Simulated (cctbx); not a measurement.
## Ho3CrSe6 across an absorption edge

Space group Pnnm (no. 58), a = 13.9710 Å, b = 16.6180 Å, c = 3.8040 Å, α = 90.00°, β = 90.00°, γ = 90.00°.

| atom | mult. | x | y | z | Ueq (Å²) |
| --- | --- | --- | --- | --- | --- |
| Ho1 | 4 | 0.8159 | 0.3539 | 1/2 | 0.0050 |
| Ho2 | 4 | 0.2525 | 0.4023 | 1/2 | 0.0055 |
| Ho3 | 4 | 0.0507 | 0.2212 | 1/2 | 0.0036 |
| Se1 | 4 | 0.9220 | 0.0781 | 1/2 | 0.0037 |
| Se2 | 4 | 0.6034 | 0.7481 | 1/2 | 0.0073 |
| Se3 | 4 | 0.0195 | 0.4011 | 1/2 | 0.0055 |
| Se4 | 4 | 0.6825 | 0.9825 | 1/2 | 0.0026 |
| Se5 | 4 | 0.6841 | 0.2152 | 1/2 | 0.0079 |
| Se6 | 4 | 0.6229 | 0.3905 | 1/2 | 0.0055 |
| Cr1 | 2 | 1/2 | 1/2 | 1/2 | 0.0057 |
| Cr2 | 2 | 1/2 | 0 | 1/2 | 0.0053 |

This is a model crystal, built by substitution and not relaxed, with assumed displacement parameters.

Calculated with cctbx: free-atom f′ and f″ from the Sasaki tables, no fine structure; amplitudes in electrons.

| E (eV) | F 1 0 1 | F 3 2 0 | F 0 1 1 | F 1 1 0 |
| --- | --- | --- | --- | --- |
| 7471 | 143.7 | 145.6 | 199.0 | 9.0 |
| 7821 | 132.9 | 138.7 | 189.7 | 8.6 |
| 7951 | 124.4 | 133.0 | 182.0 | 8.2 |
| 8011 | 116.5 | 127.7 | 174.8 | 7.9 |
| 8041 | 108.7 | 122.3 | 167.5 | 7.5 |
| 8056 | 100.9 | 117.0 | 160.4 | 7.2 |
| 8063 | 94.1 | 112.3 | 154.0 | 6.8 |
| 8067 | 86.8 | 107.4 | 147.3 | 6.5 |
| 8075 | 94.1 | 110.6 | 151.6 | 6.8 |
| 8079 | 102.2 | 116.5 | 159.6 | 7.1 |
| 8086 | 109.3 | 121.6 | 166.5 | 7.5 |
| 8101 | 117.0 | 127.1 | 174.0 | 7.8 |
| 8131 | 124.5 | 132.5 | 181.3 | 8.2 |
| 8221 | 134.0 | 139.3 | 190.5 | 8.7 |
| 8471 | 141.6 | 144.9 | 198.1 | 9.0 |

**Question.** Which edge is crossed, and why do the reflections move as they do?

The L3 edge of Ho. The edge is at 8071 eV. f′ of Ho falls from -11.9 e at 7951 eV to -19.0 e at 4 eV below it, and f″ steps from 3.69 to 10.57 e across it. Over that approach |F| changes by -30 % (1 0 1), -19 % (3 2 0), -19 % (0 1 1) and -21 % (1 1 0): a reflection falls where Ho scatters in phase with the total and rises where it scatters against it; it hardly moves where the Ho term is small or cancels by symmetry. Above the edge the larger f″ enters the imaginary part, where it can add to or cancel the other atoms' f″. The structure is centrosymmetric, so Friedel mates stay equal.
